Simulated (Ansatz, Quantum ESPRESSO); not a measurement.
# Ir (Fm-3m): electron–phonon coupling with Quantum ESPRESSO, part 3 of 4

Each step names its level of theory.

So far, highest frequency, solved or plainly interpolated (cm⁻¹): step 4 (second program, linear response: Fermi–Dirac smearing of …) 186. The relaxed cell has a = 3.871 Å (conventional setting).

**5. Deformation potentials: PseudoDojo files, cutoff 925.187 eV, Fermi–Dirac smearing of 0.1 eV**

The exported deformation potentials allow the same Gaussian double-delta sums that other programs print.

This step: DFT PBE, scalar-relativistic, plane waves, PseudoDojo norm-conserving pseudopotentials (Ansatz 0.2.0).

File input.yaml:

```yaml
crystal:
  lattice:
    - [0.0, 1.9355672199, 1.9355672199]
    - [1.9355672199, 0.0, 1.9355672199]
    - [1.9355672199, 1.9355672199, 0.0]
  atoms:
    - { symbol: Ir, position: [0.0, 0.0, 0.0] }
kpoints:
  mp_grid: { grid: [10, 10, 10] }
hamiltonian:
  xc: pbe
  pseudopotentials: { kind: nc, accuracy: standard }
scf:
  occupations: { method: fermi_dirac, width: 0.1 }
  n_extra_bands: 10
output:
  eigenvalues: true
basis:
  ecutwfc: 925.187
phonons:
  method: dfpt
  qmesh: [2, 2, 2]
  temperatures: { t_max: 1000, t_step: 50 }
  qpath:
    path:
      - [[0.0, 0.0, 0.0], [0.5, 0.0, 0.5], [0.625, 0.25, 0.625]]
      - [[0.375, 0.375, 0.75], [0.0, 0.0, 0.0], [0.5, 0.5, 0.5], [0.5, 0.25, 0.75], [0.5, 0.0, 0.5]]
    npoints: 10
  electron_phonon_deformation_potentials: { window_half_width: 2.5 }
```

The run is started by

```bash
ansatz run input.yaml --threads 4 --pin off --max-ram 12288MiB --backend cpu --events-out ev --progress --plain --runs-dir out
```

Numbers of over 12 decimals in the logs are rounded to 6 here.

The program printed:

```text
Warning: basis.ecutwfc = 925.187 eV is below the records' recommended 925.187132 eV, and the density's cutoff is lower with it unless basis.ecutrho_ratio is high enough to keep the records' density cutoff: compare with a run at a higher cutoff
[...]
Crystal: 1 atoms, lattice volume = 14.503 Å³
Basis set: ecut = 925.187 eV, 941 PW (Γ), exchange–correlation on 60×60×60 points (8 copies of the dense FFT grid, shifted against one another)
Bands: 19, of which v1, the nominal top of the filled ones, is band 9 counted from 1 (8 counted from 0)
Symmetry: 48 space group operations
k-points: 47 of 1000
[...]
SCF iter   1: F=—  HF=-3133.738604 eV  |F-HF|=—  |Δ(HF+E_count)|=         —  Δρ=5.03e-2  dr2=2.33e-1  ethr=3.10e-3  ⟨swp⟩=5.7  Hψ=5224  notcnv=0  defer=55
[...]
SCF iter   8: F=-3133.672248 eV  HF=-3133.672248 eV  |F-HF|=9.09e-13  |Δ(HF+E_count)|=  4.64e-11  Δρ=1.36e-7  dr2=6.62e-13  ethr=1.00e-12  ⟨swp⟩=12.6  Hψ=5233  notcnv=0
SCF 1 converged in 8 iterations: F = -3133.672248 eV  dr2 = 6.62e-13
NSCF: frozen V_eff on 47 k-points
[...]
DFPT response loops at q = (0, 0, 0) (fractional): preconditioner auto → Kerker (q_TF=auto, 2.801 Å⁻¹) (partly filled bands, converged f_vac=0.000); β = 1.00, the filter's whole step (`scf.mixing.beta` (0.50) is not read by the response loops under this deck's `scf.mixing.preconditioner`; to damp them name `kerker` or `kerker_dos`, under which they read `scf.mixing.beta`, and type it under 1.00, their step now; both keys bind the ground state too); Anderson in place of MSR1; while a model of the screening serves, it and β = 1 on shorter waves in the place of filter and β
[...]
SCF converged after 8 iterations
Free energy (F): -3133.672248 eV
[...]
Internal energy: -3133.638715 eV  (E = F + TS)
E sigma→0 (E₀):  -3133.655482 eV
Entropy (-TS):   -0.033533 eV (-33.533 meV/atom)
Fermi energy:    25.167301 eV
[...]
--- Band table (eV; the first three rows and the last of 47) ---
  k-point 0: bands = [... 5 lower, 21.3731, 21.3731, 21.3731, 23.9662, 23.9662, 38.7897, 44.1698, 44.1698, ... 6 higher]
  k-point 1: bands = [... 5 lower, 21.1592, 21.5469, 21.5469, 23.8628, 23.8628, 39.5055, 42.4837, 44.8791, ... 6 higher]
  k-point 2: bands = [... 5 lower, 20.8246, 21.8131, 21.8131, 23.8779, 23.8779, 39.7888, 41.0678, 46.8190, ... 6 higher]
  k-point 46: bands = [... 5 lower, 19.5711, 21.3997, 23.6968, 26.5367, 32.6857, 33.1166, 34.9853, 38.0897, ... 6 higher]
--- Phonons (Γ-DFPT): 1 representative perturbation + reference (Σ response iterations 2) ---
  ASR residual: 1.896e-3 → 0.000e0 eV/Å²; symmetrization residual: 4.337e-19 eV/Å²
  ASR residual per site (eV/Å²): 1.90e-3
  Γ frequencies (cm⁻¹): 0.00 0.00 0.00
--- Phonons (arbitrary-q DFPT): 3 irreducible q on the 2×2×2 mesh ---
  q = [0.0000, 0.0000, 0.0000] (star 1, of the zone-centre solve; hermiticity 0.00e0, symmetrization 6.86e-16): -0.00 -0.00 0.00
  q = [0.0000, 0.0000, -0.5000] (star 4, 1 solved perturbation in 226 linear systems a pass and spin channel, the states on 116 of 1000 k-point pairs; hermiticity 3.16e-14, symmetrization 1.79e-13): 109.06 109.06 193.08
  q = [0.0000, -0.5000, -0.5000] (star 3, 2 solved perturbations in 204 linear systems a pass and spin channel, the states on 102 of 1000 k-point pairs; hermiticity 2.00e-13, symmetrization 9.26e-14): 140.21 140.21 182.91
  sum rule: each row above includes the acoustic sum rule's correction from the zone centre's row sums; it moved no ω² by more than (1.64 cm⁻¹)²
  mesh force constants: q→R imaginary residual 0.00e0; ASR residual 1.896e-3 → 0.000e0 eV/Å²; symmetrization residual 5.329e-15 eV/Å²
  interpolated dispersion: 62 rows × 3 modes
  density of states and harmonic sums: on the 28×28×28 q-mesh, interpolated from the force constants of a 2×2×2 supercell (no non-analytic term)
  largest difference from the sums on the solved wave vectors: F 7.16e-2 eV, S 1.04e-4 and C_V 3.23e-5 eV/K
  zero-point energy: 0.025095 eV/cell   skipped modes (ω ≤ 0): 3   left out of the sums: 4.56e-5 of the cell's modes: C_V's classical limit lies that fraction below 3 k_B per atom; for a crystal, a wire or a layer, F and S can be off by more, and a phonons.interpolated_qmesh denser along its periods is the remedy for the sampling
Electron–phonon deformation potentials of 2 wavevectors written to <dir>
```

It took 10 s on 4 threads of Arm Neoverse V1, shared host; peak memory 1 GiB; 36 s of CPU time.

This step gave:

```
zero point energy                                                              : 0.02509 eV/cell
share of imaginary modes in the plain interpolation between solved wavevectors : 0
highest frequency, solved or plainly interpolated                              : 193.1 cm⁻¹
Debye temperature (second moment)                                              : 258 K
```

Allen's double-delta sum on the run's k mesh, delta = exp(-(x/sigma)^2)/(sigma sqrt(pi)); at the zone centre the sum is no linewidth. Double-delta sums:

```
q1    q2    q3  star  mode  omega (meV)  lambda_q, sigma 0.05 eV  lambda_q, sigma 0.1 eV  lambda_q, sigma 0.2 eV  lambda_q, sigma 0.3 eV  lambda_q, sigma 0.4 eV  half width at sigma 0.2 (meV)  <D²> at sigma 0.2 ((eV/Å)²)  nesting at sigma 0.2 (1/eV²)
 0     0  -0.5     4     1        13.52                  5.82e-9                0.006097                  0.0714                   0.107                  0.1287                        0.02155                         2.78                        0.1135
 0     0  -0.5     4     2        13.52                  5.82e-9                0.006097                  0.0714                   0.107                  0.1287                        0.02155                         2.78                        0.1135
 0     0  -0.5     4     3        23.94                  2.58e-9                0.002734                 0.03263                  0.0445                 0.05107                        0.03087                        3.982                        0.1135
 0  -0.5  -0.5     3     1        17.38                 0.001967                  0.1555                  0.2084                  0.2047                  0.1909                          0.104                        3.659                         0.416
 0  -0.5  -0.5     3     2        17.38                 0.001967                  0.1555                  0.2084                  0.2047                  0.1909                          0.104                        3.659                         0.416
 0  -0.5  -0.5     3     3        22.68                    1.357                  0.4719                  0.2383                  0.1807                  0.1503                         0.2023                        7.116                         0.416
```

Mean over the q mesh without its centre; few wavevectors enter, so none of the widths can be taken as converged. Table of coupling constant λ, lambda by Gaussian width:

```
Gaussian width (eV)  coupling constant λ, lambda
              0.050                        0.583
              0.100                        0.344
              0.200                        0.381
              0.300                        0.401
              0.400                        0.404
```

Among the solved wavevectors the lowest mode, translations apart, is 109 cm⁻¹, so these are real on this k mesh.

**6. Ground state with pw.x**

ph.x needs a tightly converged ground state on the same k mesh; the cell is that of the step before.

This step: DFT PBE, scalar-relativistic, plane waves, PseudoDojo 0.4.1 norm-conserving pseudopotentials (Quantum ESPRESSO 7.5).

File pw.in:

```
&control
   calculation = 'scf'
   prefix = 'x'
   outdir = './tmp'
   pseudo_dir = './pseudo'
   tprnfor = .true.
   tstress = .true.
/
&system
   ibrav = 0
   nat = 1
   ntyp = 1
   ecutwfc = 68.0
   ecutrho = 272.0
   occupations = 'smearing'
   smearing = 'fd'
   degauss = 0.00734986
   nbnd = 16
/
&electrons
   conv_thr = 1.0d-11
   mixing_beta = 0.5
/
ATOMIC_SPECIES
 Ir    192.2170  Ir.upf
CELL_PARAMETERS angstrom
     0.000000000    1.935567220    1.935567220
     1.935567220    0.000000000    1.935567220
     1.935567220    1.935567220    0.000000000
ATOMIC_POSITIONS crystal
 Ir     0.000000000   0.000000000   0.000000000
K_POINTS automatic
 10 10 10 0 0 0
```

The run is started by

```bash
OMP_NUM_THREADS=1 mpirun -n 4 pw.x -nk 4 -in pw.in > pw.x.log
```

The program printed:

```text
[banner, memory and clock lines left out]
Program PWSCF v.7.5

     Message from routine setup:
     using ibrav=0 with symmetry is DISCOURAGED, use correct ibrav instead

     G-vector sticks info

     bravais-lattice index     =            0
     lattice parameter (alat)  =       5.1728  a.u.
     unit-cell volume          =      97.8704 (a.u.)^3
     number of atoms/cell      =            1
     number of atomic types    =            1
     number of electrons       =        17.00
     number of Kohn-Sham states=           16
     kinetic-energy cutoff     =      68.0000  Ry
     charge density cutoff     =     272.0000  Ry
     scf convergence threshold =      1.0E-11
     mixing beta               =       0.5000
     number of iterations used =            8  plain     mixing
     Exchange-correlation= PBE
                           (   1   4   3   4   0   0   0)

     celldm(1)=   5.172758  celldm(2)=   0.000000  celldm(3)=   0.000000
     celldm(4)=   0.000000  celldm(5)=   0.000000  celldm(6)=   0.000000

     crystal axes: (cart. coord. in units of alat)
               a(1) = (   0.000000   0.707107   0.707107 )
               a(2) = (   0.707107   0.000000   0.707107 )
               a(3) = (   0.707107   0.707107   0.000000 )

     reciprocal axes: (cart. coord. in units 2 pi/alat)
               b(1) = ( -0.707107  0.707107  0.707107 )
               b(2) = (  0.707107 -0.707107  0.707107 )
               b(3) = (  0.707107  0.707107 -0.707107 )

     PseudoPot. # 1 for Ir read from file:
     ./pseudo/Ir.upf
     Pseudo is Norm-conserving + core correction, Zval = 17.0
     Using radial grid of 1310 points,  8 beta functions with:
                l(1) =   0
                l(2) =   0
                l(3) =   1
                l(4) =   1
                l(5) =   2
                l(6) =   2
                l(7) =   3
                l(8) =   3

     atomic species   valence    mass     pseudopotential
     Ir               17.00   192.21700     Ir( 1.00)

     48 Sym. Ops., with inversion, found

   Cartesian axes

     site n.     atom                  positions (alat units)
         1        Ir     tau(   1) = (   0.0000000   0.0000000   0.0000000  )

     number of k points=    47  Fermi-Dirac smearing, width (Ry)=  0.0073
                       cart. coord. in units 2pi/alat
        k(    1) = (   0.0000000   0.0000000   0.0000000), wk =   0.0020000
        k(    2) = (   0.0707107   0.0707107  -0.0707107), wk =   0.0160000
        k(    3) = (   0.1414214   0.1414214  -0.1414214), wk =   0.0160000
        k(    4) = (   0.2121320   0.2121320  -0.2121320), wk =   0.0160000
        k(    5) = (   0.2828427   0.2828427  -0.2828427), wk =   0.0160000
        k(    6) = (  -0.3535534  -0.3535534   0.3535534), wk =   0.0080000
        k(    7) = (   0.1414214  -0.0000000   0.0000000), wk =   0.0120000
        k(    8) = (   0.2121320   0.0707107  -0.0707107), wk =   0.0480000
        k(    9) = (   0.2828427   0.1414214  -0.1414214), wk =   0.0480000
        k(   10) = (   0.3535534   0.2121320  -0.2121320), wk =   0.0480000
        k(   11) = (  -0.2828427  -0.4242641   0.4242641), wk =   0.0480000
        k(   12) = (  -0.2121320  -0.3535534   0.3535534), wk =   0.0480000
        k(   13) = (  -0.1414214  -0.2828427   0.2828427), wk =   0.0480000
        k(   14) = (  -0.0707107  -0.2121320   0.2121320), wk =   0.0480000
        k(   15) = (   0.0000000  -0.1414214   0.1414214), wk =   0.0240000
        k(   16) = (   0.2828427  -0.0000000   0.0000000), wk =   0.0120000
[...]
k(   40) = (   0.0000000  -0.2828427   0.4242641), wk =   0.0480000
        k(   41) = (  -0.1414214  -0.5656854   0.7071068), wk =   0.0480000
        k(   42) = (  -0.0707107  -0.4949747   0.6363961), wk =   0.0960000
        k(   43) = (   0.0000000  -0.4242641   0.5656854), wk =   0.0480000
        k(   44) = (  -0.7071068   0.1414214   0.0000000), wk =   0.0240000
        k(   45) = (  -0.1414214  -0.4242641   0.7071068), wk =   0.0480000
        k(   46) = (  -0.0707107  -0.3535534   0.6363961), wk =   0.0480000
        k(   47) = (  -0.7071068   0.2828427   0.0000000), wk =   0.0240000

     Dense  grid:     7391 G-vectors     FFT dimensions: (  27,  27,  27)

     Initial potential from superposition of free atoms

     starting charge      16.9998, renormalised to      17.0000
     Starting wfcs are   10 randomized atomic wfcs +    6 random wfcs

     per-process dynamical memory:    11.2 Mb

     Self-consistent Calculation

     iteration #  1     ecut=    68.00 Ry     beta= 0.50
     Davidson diagonalization with overlap
     ethr =  1.00E-02,  avg # of iterations =  5.1

     Threshold (ethr) on eigenvalues was too large:
     Diagonalizing with lowered threshold

     Davidson diagonalization with overlap
     ethr =  1.02E-04,  avg # of iterations =  3.3

     total energy              =    -230.31745476 Ry
     estimated scf accuracy    <       0.01718666 Ry

     iteration #  2     ecut=    68.00 Ry     beta= 0.50
     Davidson diagonalization with overlap
     ethr =  1.01E-04,  avg # of iterations =  1.9

     total energy              =    -230.32062779 Ry
     estimated scf accuracy    <       0.00064634 Ry

     iteration #  3     ecut=    68.00 Ry     beta= 0.50
     Davidson diagonalization with overlap
     ethr =  3.80E-06,  avg # of iterations =  2.9

     total energy              =    -230.32068519 Ry
     estimated scf accuracy    <       0.00015711 Ry

     iteration #  4     ecut=    68.00 Ry     beta= 0.50
     Davidson diagonalization with overlap
     ethr =  9.24E-07,  avg # of iterations =  1.2

     total energy              =    -230.32069083 Ry
     estimated scf accuracy    <       0.00000086 Ry

     iteration #  5     ecut=    68.00 Ry     beta= 0.50
     Davidson diagonalization with overlap
     ethr =  5.04E-09,  avg # of iterations =  3.4

     total energy              =    -230.32069143 Ry
     estimated scf accuracy    <       0.00000010 Ry

     iteration #  6     ecut=    68.00 Ry     beta= 0.50
     Davidson diagonalization with overlap
     ethr =  5.66E-10,  avg # of iterations =  1.8

     total energy              =    -230.32069144 Ry
     estimated scf accuracy    <          2.9E-09 Ry

     iteration #  7     ecut=    68.00 Ry     beta= 0.50
     Davidson diagonalization with overlap
     ethr =  1.68E-11,  avg # of iterations =  2.3

     total energy              =    -230.32069144 Ry
     estimated scf accuracy    <          3.7E-10 Ry

     iteration #  8     ecut=    68.00 Ry     beta= 0.50
     Davidson diagonalization with overlap
     ethr =  2.20E-12,  avg # of iterations =  2.1

     End of self-consistent calculation

          k = 0.0000 0.0000 0.0000 (   941 PWs)   bands (ev):

   -67.8384 -24.2614 -24.2614 -24.2614  14.2458  21.3731  21.3731  21.3731
    23.9662  23.9662  38.7896  44.1698  44.1698  44.1698  49.6037  58.2961

          k = 0.0707 0.0707-0.0707 (   923 PWs)   bands (ev):

   -67.8328 -24.3323 -24.2712 -24.2712  14.6737  21.1592  21.5469  21.5469
    23.8628  23.8628  39.5055  42.4837  44.8791  44.8791  51.5391  54.8268

          k = 0.1414 0.1414-0.1414 (   917 PWs)   bands (ev):

   -67.8184 -24.5156 -24.2968 -24.2968  15.7901  20.8246  21.8131  21.8131
    23.8779  23.8779  39.7888  41.0678  46.8190  46.8190  49.4894  52.1020

          k = 0.2121 0.2121-0.2121 (   926 PWs)   bands (ev):

   -67.8004 -24.7374 -24.3283 -24.3283  16.9061  21.2439  21.6870  21.6870
    24.5658  24.5658  37.0984  40.6446  47.8424  47.8424  49.0608  49.9778

          k = 0.2828 0.2828-0.2828 (   923 PWs)   bands (ev):

   -67.7858 -24.9131 -24.3536 -24.3536  17.2556  21.4005  21.4005  23.0241
    25.5273  25.5273  33.9758  39.0171  45.1259  45.1259  52.8011  52.8016

          k =-0.3536-0.3536 0.3536 (   912 PWs)   bands (ev):

   -67.7803 -24.9794 -24.3632 -24.3632  17.2648  21.2769  21.2769  24.3915
    25.9789  25.9789  32.1271  38.4450  44.0472  44.0472  54.3580  54.3580

          k = 0.1414-0.0000 0.0000 (   925 PWs)   bands (ev):

   -67.8310 -24.3303 -24.2872 -24.2872  14.8184  20.9525  21.6936  21.6936
    23.4844  24.1326  39.7699  43.1002  44.3997  44.3997  52.6075  54.5322

          k = 0.2121 0.0707-0.0707 (   925 PWs)   bands (ev):

   -67.8195 -24.4665 -24.3178 -24.3066  15.7264  20.5375  21.9754  22.0455
    23.2118  24.3124  41.0167  41.2475  45.0347  45.8127  50.5611  51.9161

          k = 0.2828 0.1414-0.1414 (   931 PWs)   bands (ev):

[...]
k = 0.3536 0.2121-0.2121 (   921 PWs)   bands (ev):

[...]
k =-0.2828-0.4243 0.4243 (   928 PWs)   bands (ev):

[...]
k =-0.2121-0.3536 0.3536 (   925 PWs)   bands (ev):

[...]
k =-0.1414-0.2828 0.2828 (   924 PWs)   bands (ev):

[...]
k =-0.0707-0.2121 0.2121 (   929 PWs)   bands (ev):

[...]
k = 0.0000-0.1414 0.1414 (   923 PWs)   bands (ev):

[...]
k = 0.2828-0.0000 0.0000 (   926 PWs)   bands (ev):

[...]
k = 0.3536 0.0707-0.0707 (   923 PWs)   bands (ev):

[...]
k = 0.4243 0.1414-0.1414 (   926 PWs)   bands (ev):

[...]
k =-0.2121-0.4950 0.4950 (   923 PWs)   bands (ev):

[...]
k =-0.1414-0.4243 0.4243 (   931 PWs)   bands (ev):

[...]
k =-0.0707-0.3536 0.3536 (   924 PWs)   bands (ev):

[...]
k = 0.0000-0.2828 0.2828 (   919 PWs)   bands (ev):

[...]
k = 0.4243 0.0000-0.0000 (   926 PWs)   bands (ev):

[...]
k = 0.4950 0.0707-0.0707 (   929 PWs)   bands (ev):

[...]
k =-0.1414-0.5657 0.5657 (   927 PWs)   bands (ev):

[...]
k =-0.0707-0.4950 0.4950 (   925 PWs)   bands (ev):

[...]
k =-0.0000-0.4243 0.4243 (   927 PWs)   bands (ev):

[...]
k = 0.5657-0.0000 0.0000 (   938 PWs)   bands (ev):

[...]
k =-0.0707-0.6364 0.6364 (   940 PWs)   bands (ev):

[...]
k = 0.0000-0.5657 0.5657 (   930 PWs)   bands (ev):

[...]
k =-0.7071 0.0000 0.0000 (   934 PWs)   bands (ev):

[...]
k = 0.2828 0.1414 0.0000 (   926 PWs)   bands (ev):

[...]
k = 0.3536 0.2121-0.0707 (   925 PWs)   bands (ev):

[...]
k =-0.2828-0.4243 0.5657 (   923 PWs)   bands (ev):

[...]
k =-0.2121-0.3536 0.4950 (   934 PWs)   bands (ev):

[...]
k = 0.4243 0.1414-0.0000 (   921 PWs)   bands (ev):

[...]
k =-0.2121-0.4950 0.6364 (   924 PWs)   bands (ev):

[...]
k =-0.1414-0.4243 0.5657 (   925 PWs)   bands (ev):

[...]
k =-0.0707-0.3536 0.4950 (   928 PWs)   bands (ev):

[...]
k = 0.0000-0.2828 0.4243 (   922 PWs)   bands (ev):

[...]
k =-0.1414-0.5657 0.7071 (   932 PWs)   bands (ev):

[...]
k =-0.0707-0.4950 0.6364 (   931 PWs)   bands (ev):

[...]
k = 0.0000-0.4243 0.5657 (   922 PWs)   bands (ev):

[...]
k =-0.7071 0.1414 0.0000 (   934 PWs)   bands (ev):

   -67.7611 -24.9013 -24.5687 -24.5309  17.9126  18.4269  23.8068  25.1935
    26.5338  29.7301  33.9511  36.1803  37.6038  47.6278  49.2795  52.3595

          k =-0.1414-0.4243 0.7071 (   918 PWs)   bands (ev):

   -67.7659 -24.8074 -24.6430 -24.4832  19.1970  19.6941  20.6767  23.8935
    25.6782  29.9798  34.9401  36.2933  39.7908  47.7902  48.6524  54.5169

          k =-0.0707-0.3536 0.6364 (   926 PWs)   bands (ev):

   -67.7629 -24.7746 -24.7017 -24.5041  19.2583  20.0238  20.6058  23.4547
    26.1036  31.8784  33.0026  36.2046  38.9415  47.6263  49.8864  54.6023

          k =-0.7071 0.2828 0.0000 (   928 PWs)   bands (ev):

   -67.7610 -24.7999 -24.6729 -24.5347  18.8603  19.5711  21.3997  23.6968
    26.5367  32.6857  33.1166  34.9853  38.0897  49.1454  50.4461  51.4724

     the Fermi energy is    25.1673 ev

!    total energy              =    -230.32069144 Ry
     estimated scf accuracy    <          6.5E-12 Ry
     smearing contrib. (-TS)   =      -0.00246469 Ry
     internal energy E=F+TS    =    -230.31822675 Ry

     The total energy is F=E-TS. E is the sum of the following terms:
     one-electron contribution =     -35.26344859 Ry
     hartree contribution      =      29.78326042 Ry
     xc contribution           =     -43.70945249 Ry
     ewald contribution        =    -181.12858608 Ry

     convergence has been achieved in   8 iterations

     Forces acting on atoms (cartesian axes, Ry/au):

     atom    1 type  1   force =     0.00000000    0.00000000    0.00000000

     Total force =     0.000000     Total SCF correction =     0.000000

     Computing stress (Cartesian axis) and pressure

          total   stress  (Ry/bohr**3)                   (kbar)     P=       -5.84
  -0.00003972   0.00000000   0.00000000           -5.84        0.00        0.00
   0.00000000  -0.00003972   0.00000000            0.00       -5.84        0.00
   0.00000000   0.00000000  -0.00003972            0.00        0.00       -5.84

     XML data file, charge density, pseudopotentials, collected wavefunctions
```

The job ended after 3.7 s (4 MPI ranks; 14 s of CPU time).

Numbers from this step:

```yaml
pressure: -0.584 GPa
```

With these potentials, mesh and smearing the cell is at -0.58 GPa.

(Continued in part 4 of 4.)

[Logs are printed without paths, hosts, clocks, repeated set-up lines and the standing remarks that a program may print on its own settings, such as how far it seeks lower states.]

[Hosts, paths, dates, database ids (printed as entryN), source tags and the programs' standing remarks are cut or masked in the printed files.]
